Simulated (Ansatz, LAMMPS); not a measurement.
# Settings and their price: amorphous Zn21Cd9Te14Se16 (60 atoms)

Density of this cell: 5.25 g/cm³. The cell holds 60 atoms: 21 Zn, 9 Cd, 14 Te and 16 Se. Its edges and angles: a = 11.979 Å, b = 11.979 Å, c = 11.979 Å, α = 90.0°, β = 90.0°, γ = 90.0°. 60 atoms (21 Zn, 9 Cd, 14 Te, 16 Se) placed at random at 5.25 g/cm³, melted at 2500 K for 10 ps at fixed volume with the Stillinger-Weber II-VI potential (Zhou et al., Phys. Rev. B 88, 085309 (2013)). Quenched from 2500 K to 300 K at 10 K/ps and fixed volume, annealed at 900 K for 20 ps, held 5 ps, then minimised at fixed cell.

Geometry: as built.

Reference run: Kohn-Sham DFT, PBE, PAW (set soft_2, large core), plane waves (Ansatz 0.2.0), cutoff 750 eV, Γ point, fermi-dirac smearing of 0.05 eV.

| Quantity | Value |
| --- | --- |
| r.m.s. force component | 0.3015 eV/Å |
| spacing of highest filled and lowest empty level | 0.0358 eV |
| SCF cycles | 16 |
| time | 71 s on 4 threads of Arm Neoverse V1, shared host |

**Question.** The same geometry is run again with each of these changes. How far do the results move, and how long does each run take?
- support functions medium
- support functions low
- support functions high
- support functions medium, radius 4.38 Å
- support functions medium, radius 4.74 Å
- support functions medium, radius 5.06 Å
- support functions medium, radius 5.42 Å
- support functions medium, radius 6.1 Å

Differences are against the run with plane waves at 750 eV (Kohn-Sham DFT, PBE, PAW (set soft_2, large core), plane waves), whose r.m.s. force component is 0.301 eV/Å. Energies are set beside the reference only for runs with its functional, potentials and electron count. Times are for 4 threads of Arm Neoverse V1, shared host.

| run | Δ force, r.m.s. (meV/Å) | share of r.m.s. force (%) | Δ energy (meV/atom) | cycles | time | host memory (GiB) |
| --- | --- | --- | --- | --- | --- | --- |
| reference | - | - | - | 16 | 71 s | 4.4 |
| support functions medium | 0.33 | 0.110 | -0.229 | 19 | 2.8 min | 3.2 |
| support functions low | 0.366 | 0.121 | -0.231 | 17 | 2.5 min | 3.2 |
| support functions high | 0.104 | 0.0346 | -0.231 | 27 | 13 min | 6.6 |
| support functions medium, radius 4.38 Å | 0.434 | 0.144 | -0.228 | 21 | 2.6 min | 3.0 |
| support functions medium, radius 4.74 Å | 0.274 | 0.0908 | -0.231 | 20 | 3.1 min | 3.4 |
| support functions medium, radius 5.06 Å | 0.258 | 0.0854 | -0.233 | 19 | 3.6 min | 3.8 |
| support functions medium, radius 5.42 Å | 0.215 | 0.0714 | -0.235 | 18 | 4.2 min | 4.3 |
| support functions medium, radius 6.1 Å | 0.268 | 0.089 | -0.236 | 19 | 7.4 min | 5.3 |

Among numerical settings the force difference runs from 0.10 meV/Å (support functions high) to 0.43 meV/Å (support functions medium, radius 4.38 Å). At 60 atoms the fastest of the runs at a preset level, support functions low, takes 2.1 times the time of plane waves, in 17 SCF cycles against 16. Differences between support functions and plane waves include what basis error the plane-wave run still has. As the radius goes from 4.38 to 6.1 Å, the force difference goes from 0.43 to 0.27 meV/Å (not steadily; the least is 0.21 at 5.42 Å), and the time from 2.6 min to 7.4 min. 

[Hosts, paths, dates, database ids (printed as entryN), source tags and the programs' standing remarks are cut or masked in the printed files.]
